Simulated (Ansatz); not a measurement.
# A low-energy model for SrNbO3 (cubic perovskite) (Pm-3m): bands, U and J, part 2 of 2

How strongly is the local Coulomb interaction screened in SrNbO3 (cubic perovskite) (Pm-3m)?

Ansatz 0.2.0; non-magnetic LDA, then constrained RPA, plane waves, PAW.

So far. Step 3 (Constrained RPA: Nb t2g, bands v1 to c2, 6×6×6 mesh …): On the Nb t2g shell, screening brings the on-site interaction from 10.6 eV down to U = 2.92 eV.

## Step 4: Constrained RPA: Nb t2g + anion p, bands v10 to c2, 6×6×6 mesh, medium accuracy

Level of this step: constrained RPA on LDA, plane waves, PAW (Ansatz).

input.yaml

```yaml
crystal:
  lattice:
    - [0.0, -3.98521224, 0.0]
    - [0.0, 0.0, 3.98521224]
    - [-3.98521224, 0.0, 0.0]
  atoms:
    - { symbol: Sr, position: [0.0, 0.0, 0.0] }
    - { symbol: Nb, position: [0.5, 0.5, 0.5] }
    - { symbol: O, position: [0.5, 0.5, 0.0] }
    - { symbol: O, position: [0.5, 0.0, 0.5] }
    - { symbol: O, position: [0.0, 0.5, 0.5] }
kpoints:
  mp_grid: { grid: [6, 6, 6] }
hamiltonian:
  xc: lda
scf:
  occupations: { method: gaussian, width: 0.08 }
  n_extra_bands: 19
  max_iter: 150
  lower_state_search: "off"
output:
  crpa:
    kmesh: [6, 6, 6]
    target_bands: [v10, c2]
    projections:
      - { species: Nb, l: d, shell: 4, orbitals: [dxz, dyz, dxy] }
      - { species: O, l: p, shell: 2 }
  local_orbitals:
    kmesh: [6, 6, 6]
    orbitals:
      - { species: Nb, l: d, shell: 4, orbitals: [dxz, dyz, dxy] }
      - { species: O, l: p, shell: 2 }
    window: { bands: [v10, c2] }
    seedname: lo
```

Command:

```bash
ansatz run input.yaml --threads 4 --pin off --max-ram 14745MiB --backend cpu --events-out ev --progress --plain --runs-dir out
```

Numbers of over 12 decimals in the logs are rounded to 6 here.

The program printed:

```text
[...]
Crystal: 5 atoms, lattice volume = 63.293 Å³
Basis set: ecut = 420 eV, 1237 PW (Γ)
Bands: 40, of which v1, the nominal top of the filled ones, is band 21 counted from 1 (20 counted from 0)
Symmetry: 48 space group operations
[...]
k-points: 20 of 216
[...]
SCF iter   1: F=—  HF=-9560.088163 eV  |F-HF|=—  |Δ(HF+E_count)|=         —  Δρ=1.70e-2  dr2=1.60e-1  ethr=1.77e-3  ⟨swp⟩=7.8  Hψ=4270  notcnv=0  defer=138
[...]
SCF iter   7: F=-9560.046716 eV  HF=-9560.046716 eV  |F-HF|=6.18e-11  |Δ(HF+E_count)|=   2.48e-7  Δρ=4.20e-6  dr2=8.33e-9  ethr=2.44e-10  ⟨swp⟩=11.2  Hψ=4112  notcnv=0
SCF 1 converged in 7 iterations: F = -9560.046716 eV  dr2 = 8.33e-9
[...]
cRPA screening: q 1/216
cRPA screening: q 2/216
cRPA screening: q 8/216 (q-point 3)
cRPA screening: q 14/216 (q-point 4)
cRPA screening: q 17/216 (q-point 8)
cRPA screening: q 23/216 (q-point 9)
cRPA screening: q 35/216 (q-point 10)
cRPA screening: q 47/216 (q-point 11)
cRPA screening: q 59/216 (q-point 12)
cRPA screening: q 65/216 (q-point 15)
[...]
cRPA screening: q 198/216 (q-point 89)
cRPA screening: q 204/216 (q-point 94)
cRPA screening: q 210/216 (q-point 95)
cRPA screening: q 216/216 (q-point 130)
SCF converged after 7 iterations
Free energy (F): -9560.046716 eV
[...]
Internal energy: -9560.041004 eV  (E = F + TS)
E sigma→0 (E₀):  -9560.043860 eV
Entropy (-TS):   -0.005712 eV (-1.142 meV/atom)
Fermi energy:    13.735755 eV
[...]
--- Band table (eV; the first three rows and the last of 20) ---
  k-point 0: bands = [... 17 lower, 9.7015, 9.7015, 9.7015, 12.5183, 12.5183, 12.5183, 15.3451, 15.3451, ... 15 higher]
  k-point 1: bands = [... 17 lower, 8.8516, 9.6062, 9.6062, 12.5922, 13.2635, 13.2635, 15.7470, 15.7948, ... 15 higher]
  k-point 2: bands = [... 17 lower, 8.3298, 9.5193, 9.5193, 12.7524, 14.6263, 14.6263, 16.6366, 16.6990, ... 15 higher]
  k-point 19: bands = [... 17 lower, 10.0832, 10.0832, 10.0832, 16.6912, 16.6912, 16.6912, 16.7657, 16.7657, ... 15 higher]
[...]
χ-basis size per q: N_G = 208..251
[...]
Each shell's averages of U are screened by what lies outside the whole window alone: parameters of one model of all the shells.
    Site 1, 4D, 3 of 5 d orbitals (Wannier functions 1, 2, 3; wannier90's mr 2, 3, 5):
      screened: U = 4.7521 eV, U' = 3.9969 eV, J = 0.4015 eV
      screened, to within: U = 7.3e-3 eV, U' = 7.3e-3 eV, J = 6.7e-4 eV
      bare: V = 12.7043 eV, V' = 11.7045 eV, J = 0.5391 eV
    Site 2, 2P, 3 of 3 p orbitals (Wannier functions 4, 5, 6; wannier90's mr 1, 2, 3):
      screened: U = 6.3306 eV, U' = 4.9803 eV, J = 0.6318 eV
      screened, to within: U = 1.2e-2 eV, U' = 1.2e-2 eV, J = 9.1e-4 eV
      bare: V = 17.9648 eV, V' = 16.1940 eV, J = 0.8248 eV
    Site 3, 2P, 3 of 3 p orbitals (Wannier functions 7, 8, 9; wannier90's mr 1, 2, 3):
      screened: U = 6.3306 eV, U' = 4.9803 eV, J = 0.6318 eV
      screened, to within: U = 1.2e-2 eV, U' = 1.2e-2 eV, J = 9.1e-4 eV
      bare: V = 17.9648 eV, V' = 16.1940 eV, J = 0.8248 eV
    Site 4, 2P, 3 of 3 p orbitals (Wannier functions 10, 11, 12; wannier90's mr 1, 2, 3):
      screened: U = 6.3306 eV, U' = 4.9803 eV, J = 0.6318 eV
      screened, to within: U = 1.2e-2 eV, U' = 1.2e-2 eV, J = 9.1e-4 eV
      bare: V = 17.9648 eV, V' = 16.1940 eV, J = 0.8248 eV
[...]
```

Run time: 14 min. Hardware: 4 threads of Arm Neoverse V1, shared host; peak memory 0.89 GiB; 53 min of CPU time.

Numbers from this step:

```
U                                                 : 4.752 eV
U prime (inter-orbital)                           : 3.997 eV
J                                                 : 0.4015 eV
bare V                                            : 12.70 eV
bare J                                            : 0.5391 eV
stated bound on U                                 : 0.007233 eV
U over bare V                                     : 0.3741
electrons in the window                           : 19.00
head of the constrained inverse dielectric matrix : 0.2865
least eigenvalue of the projection's overlap      : 0.6116
target functions                                  : 12
bands in the sums                                 : 46
r.m.s. miss of the model bands                    : 0.01128 eV
width of the target bands                         : 11.35 eV
weight of the projected orbitals in the window    : 0.9327
```

On the Nb t2g shell, screening brings the on-site interaction from 12.7 eV down to U = 4.75 eV.

Kanamori averages over each shell's functions. Crpa shells, by row:

| site | element | shell | orbitals | U (eV) | U' (eV) | J (eV) | bare V (eV) | bare V' (eV) | bare J (eV) | bound on U (eV) |
| --- | --- | --- | --- | --- | --- | --- | --- | --- | --- | --- |
| 2 | Nb | 4D | 3 | 4.752 | 3.997 | 0.4015 | 12.7 | 11.7 | 0.5391 | 0.007233 |
| 3 | O | 2P | 3 | 6.331 | 4.98 | 0.6318 | 17.96 | 16.19 | 0.8248 | 0.01179 |
| 4 | O | 2P | 3 | 6.331 | 4.98 | 0.6318 | 17.96 | 16.19 | 0.8248 | 0.01179 |
| 5 | O | 2P | 3 | 6.331 | 4.98 | 0.6318 | 17.96 | 16.19 | 0.8248 | 0.01179 |

Density-density elements U_iijj, eV. U matrix, by row:

| orbital | Nb2 dxz | Nb2 dyz | Nb2 dxy | O3 pz | O3 px | O3 py | O4 pz | O4 px | O4 py | O5 pz | O5 px | O5 py |
| --- | --- | --- | --- | --- | --- | --- | --- | --- | --- | --- | --- | --- |
| Nb2 dxz | 4.752 | 3.997 | 3.997 | 2.201 | 2.497 | 2.132 | 2.497 | 2.201 | 2.132 | 1.93 | 1.93 | 2.173 |
| Nb2 dyz | 3.997 | 4.752 | 3.997 | 1.93 | 2.173 | 1.93 | 2.497 | 2.132 | 2.201 | 2.201 | 2.132 | 2.497 |
| Nb2 dxy | 3.997 | 3.997 | 4.752 | 2.132 | 2.497 | 2.201 | 2.173 | 1.93 | 1.93 | 2.132 | 2.201 | 2.497 |
| O3 pz | 2.201 | 1.93 | 2.132 | 6.491 | 4.905 | 5.13 | 1.541 | 1.591 | 1.488 | 1.424 | 1.488 | 1.471 |
| O3 px | 2.497 | 2.173 | 2.497 | 4.905 | 6.009 | 4.905 | 1.565 | 1.541 | 1.471 | 1.471 | 1.541 | 1.565 |
| O3 py | 2.132 | 1.93 | 2.201 | 5.13 | 4.905 | 6.491 | 1.471 | 1.488 | 1.424 | 1.488 | 1.591 | 1.541 |
| O4 pz | 2.497 | 2.497 | 2.173 | 1.541 | 1.565 | 1.471 | 6.009 | 4.905 | 4.905 | 1.541 | 1.471 | 1.565 |
| O4 px | 2.201 | 2.132 | 1.93 | 1.591 | 1.541 | 1.488 | 4.905 | 6.491 | 5.13 | 1.488 | 1.424 | 1.471 |
| O4 py | 2.132 | 2.201 | 1.93 | 1.488 | 1.471 | 1.424 | 4.905 | 5.13 | 6.491 | 1.591 | 1.488 | 1.541 |
| O5 pz | 1.93 | 2.201 | 2.132 | 1.424 | 1.471 | 1.488 | 1.541 | 1.488 | 1.591 | 6.491 | 5.13 | 4.905 |
| O5 px | 1.93 | 2.132 | 2.201 | 1.488 | 1.541 | 1.591 | 1.471 | 1.424 | 1.488 | 5.13 | 6.491 | 4.905 |
| O5 py | 2.173 | 2.497 | 2.497 | 1.471 | 1.565 | 1.541 | 1.565 | 1.471 | 1.541 | 4.905 | 4.905 | 6.009 |

Exchange elements U_ijji, eV. J matrix, by row:

| orbital | Nb2 dxz | Nb2 dyz | Nb2 dxy | O3 pz | O3 px | O3 py | O4 pz | O4 px | O4 py | O5 pz | O5 px | O5 py |
| --- | --- | --- | --- | --- | --- | --- | --- | --- | --- | --- | --- | --- |
| Nb2 dxz | - | 0.401 | 0.401 | 0.066 | 0.104 | 0.013 | 0.104 | 0.066 | 0.013 | 0.011 | 0.011 | 0.037 |
| Nb2 dyz | 0.401 | - | 0.401 | 0.011 | 0.037 | 0.011 | 0.104 | 0.013 | 0.066 | 0.066 | 0.013 | 0.104 |
| Nb2 dxy | 0.401 | 0.401 | - | 0.013 | 0.104 | 0.066 | 0.037 | 0.011 | 0.011 | 0.013 | 0.066 | 0.104 |
| O3 pz | 0.066 | 0.011 | 0.013 | - | 0.611 | 0.674 | 0.005 | 0.012 | 0.003 | 0.001 | 0.003 | 0.001 |
| O3 px | 0.104 | 0.037 | 0.104 | 0.611 | - | 0.611 | 0.008 | 0.005 | 0.001 | 0.001 | 0.005 | 0.008 |
| O3 py | 0.013 | 0.011 | 0.066 | 0.674 | 0.611 | - | 0.001 | 0.003 | 0.001 | 0.003 | 0.012 | 0.005 |
| O4 pz | 0.104 | 0.104 | 0.037 | 0.005 | 0.008 | 0.001 | - | 0.611 | 0.611 | 0.005 | 0.001 | 0.008 |
| O4 px | 0.066 | 0.013 | 0.011 | 0.012 | 0.005 | 0.003 | 0.611 | - | 0.674 | 0.003 | 0.001 | 0.001 |
| O4 py | 0.013 | 0.066 | 0.011 | 0.003 | 0.001 | 0.001 | 0.611 | 0.674 | - | 0.012 | 0.003 | 0.005 |
| O5 pz | 0.011 | 0.066 | 0.013 | 0.001 | 0.001 | 0.003 | 0.005 | 0.003 | 0.012 | - | 0.674 | 0.611 |
| O5 px | 0.011 | 0.013 | 0.066 | 0.003 | 0.005 | 0.012 | 0.001 | 0.001 | 0.003 | 0.674 | - | 0.611 |
| O5 py | 0.037 | 0.104 | 0.104 | 0.001 | 0.008 | 0.005 | 0.008 | 0.001 | 0.005 | 0.611 | 0.611 | - |

Projected local orbitals of the target window. Electronic bands along the path, in eV, zero at the Fermi level; # counts the bands kept:

| point | #6 | #7 | #8 | #9 | #10 | #11 | #12 |
| --- | --- | --- | --- | --- | --- | --- | --- |
| Γ | -4.82 | -4.03 | -4.03 | -4.03 | -1.22 | -1.22 | -1.22 |
| halfway | -5.43 | -5.23 | -4.18 | -4.18 | -1.07 | 0.21 | 0.21 |
| X | -5.90 | -5.57 | -4.24 | -4.24 | -0.90 | 1.61 | 1.61 |
| halfway | -5.49 | -5.16 | -4.56 | -4.28 | 0.41 | 1.63 | 1.85 |
| M | -5.19 | -5.19 | -4.69 | -3.73 | 1.65 | 1.65 | 2.51 |
| halfway | -5.39 | -5.06 | -4.46 | -4.40 | 0.22 | 0.39 | 0.78 |
| Γ | -4.82 | -4.03 | -4.03 | -4.03 | -1.22 | -1.22 | -1.22 |
| halfway | -6.16 | -4.60 | -4.60 | -4.27 | 0.94 | 0.94 | 1.01 |
| R | -7.55 | -3.65 | -3.65 | -3.65 | 2.96 | 2.96 | 2.96 |
| halfway | -6.25 | -4.61 | -4.42 | -4.17 | 1.14 | 1.92 | 2.03 |
| X | -5.90 | -5.57 | -4.24 | -4.24 | -0.90 | 1.61 | 1.61 |
| jump to R | -7.55 | -3.65 | -3.65 | -3.65 | 2.96 | 2.96 | 2.96 |
| halfway | -6.53 | -4.31 | -4.31 | -3.69 | 2.06 | 2.06 | 2.75 |
| M | -5.19 | -5.19 | -4.69 | -3.73 | 1.65 | 1.65 | 2.51 |

The same for Kohn-Sham, solved directly:

| point | #6 | #7 | #8 | #9 | #10 | #11 | #12 |
| --- | --- | --- | --- | --- | --- | --- | --- |
| Γ | -4.82 | -4.03 | -4.03 | -4.03 | -1.22 | -1.22 | -1.22 |
| X | -5.90 | -5.57 | -4.24 | -4.24 | -0.90 | 1.61 | 1.61 |
| M | -5.19 | -5.19 | -4.69 | -3.73 | 1.65 | 1.65 | 2.51 |
| Γ | -4.82 | -4.03 | -4.03 | -4.03 | -1.22 | -1.22 | -1.22 |
| R | -7.55 | -3.65 | -3.65 | -3.65 | 2.96 | 2.96 | 2.96 |
| X | -5.90 | -5.57 | -4.24 | -4.24 | -0.90 | 1.61 | 1.61 |
| R | -7.55 | -3.65 | -3.65 | -3.65 | 2.96 | 2.96 | 2.96 |
| M | -5.19 | -5.19 | -4.69 | -3.73 | 1.65 | 1.65 | 2.51 |

Onsite levels, by row:

| orbital | level less Fermi level (eV) |
| --- | --- |
| Nb2 dxz | -0.8126 |
| Nb2 dyz | -0.8126 |
| Nb2 dxy | -0.8126 |
| O3 pz | -4.781 |
| O3 px | -6.512 |
| O3 py | -4.781 |
| O4 pz | -6.512 |
| O4 px | -4.781 |
| O4 py | -4.781 |
| O5 pz | -4.781 |
| O5 px | -4.781 |
| O5 py | -6.512 |

Largest distinct elements between sites. Hoppings, by row:

| from | to | cell | distance (Å) | t (eV) |
| --- | --- | --- | --- | --- |
| Nb2 dxy | O3 py | 0 0 0 | 1.993 | -1.72 |
| O5 py | O5 py | -1 0 0 | 3.985 | 0.8745 |
| O4 px | O4 px | 0 -1 0 | 3.985 | -0.3135 |
| O5 py | O3 py | -1 0 0 | 2.818 | 0.1578 |
| O4 py | O5 pz | 0 -1 0 | 2.818 | -0.1286 |
| O3 py | O4 py | 0 0 -1 | 2.818 | -0.0675 |
| O5 px | O5 px | 0 1 1 | 5.636 | 0.0602 |
| O5 py | O4 pz | 0 0 0 | 2.818 | -0.0566 |
| Nb2 dxy | O5 px | 2 0 0 | 5.978 | -0.0514 |
| O3 pz | O3 pz | 0 -1 0 | 3.985 | 0.0478 |
| O5 pz | O5 px | 0 -1 -1 | 5.636 | -0.0472 |
| Nb2 dxz | Nb2 dxz | 0 0 -1 | 3.985 | -0.0436 |

## Step 5: The windows together

Times are wall times on 4 threads of Arm Neoverse V1, shared host, good to a factor of about two.

| target | bands | functions | width (eV) | bare V (eV) | U (eV) | U′ (eV) | J (eV) | U/V | time |
| --- | --- | --- | --- | --- | --- | --- | --- | --- | --- |
| Nb t2g | v1–c2 | 3 | 4.17 | 10.57 | 2.92 | 2.39 | 0.27 | 0.28 | 2.2 min |
| Nb t2g + anion p | v10–c2 | 12 | 11.35 | 12.70 | 4.75 | 4.00 | 0.40 | 0.37 | 14 min |

## Step 6: What came out

```
Nb t2g           : U 2.92 eV, U′ 2.39 eV, J 0.27 eV, bare V 10.6 eV
Nb t2g + anion p : U 4.75 eV, U′ 4.00 eV, J 0.40 eV, bare V 12.7 eV
method           : constrained RPA on non-magnetic LDA, 6×6×6 mesh, static; search for lower states off
```

In words: For Nb t2g, screening cuts the on-site interaction from 10.57 eV to 2.92 eV (28 %), while J goes only from 0.37 eV to 0.27 eV: the monopole is screened far more than the multipoles. U − 2J differs from U′ by −0.01 eV, so the Kanamori relation holds well. U is 0.70 times the width of the target bands. With the window Nb t2g + anion p U becomes 4.75 eV and the bare V 12.70 eV, so U/V goes from 0.28 to 0.37. The parent state is non-magnetic and the interaction static (zero frequency); U depends on the window and the orbitals, so it belongs to this model alone. The bands cross the Fermi level under this constraint, which need not be the crystal's state: magnetic order, correlation or a lattice distortion may open a gap. A window that holds the anion p bands defines a model with explicit ligands; its U belongs to that model and is not the U of DFT+U.

[Paths, hosts, dates, memory and timing lines, banners, echoed tables and standing remarks are left out of the program output.]

[Logs are printed without paths, hosts, clocks, repeated set-up lines and the standing remarks that a program may print on its own settings, such as how far it seeks lower states.]

[Runs of the session that timed out or met a known fault of the program may be left out.]

[Hosts, paths, dates, database ids (printed as entryN), source tags and the programs' standing remarks are cut or masked in the printed files.]
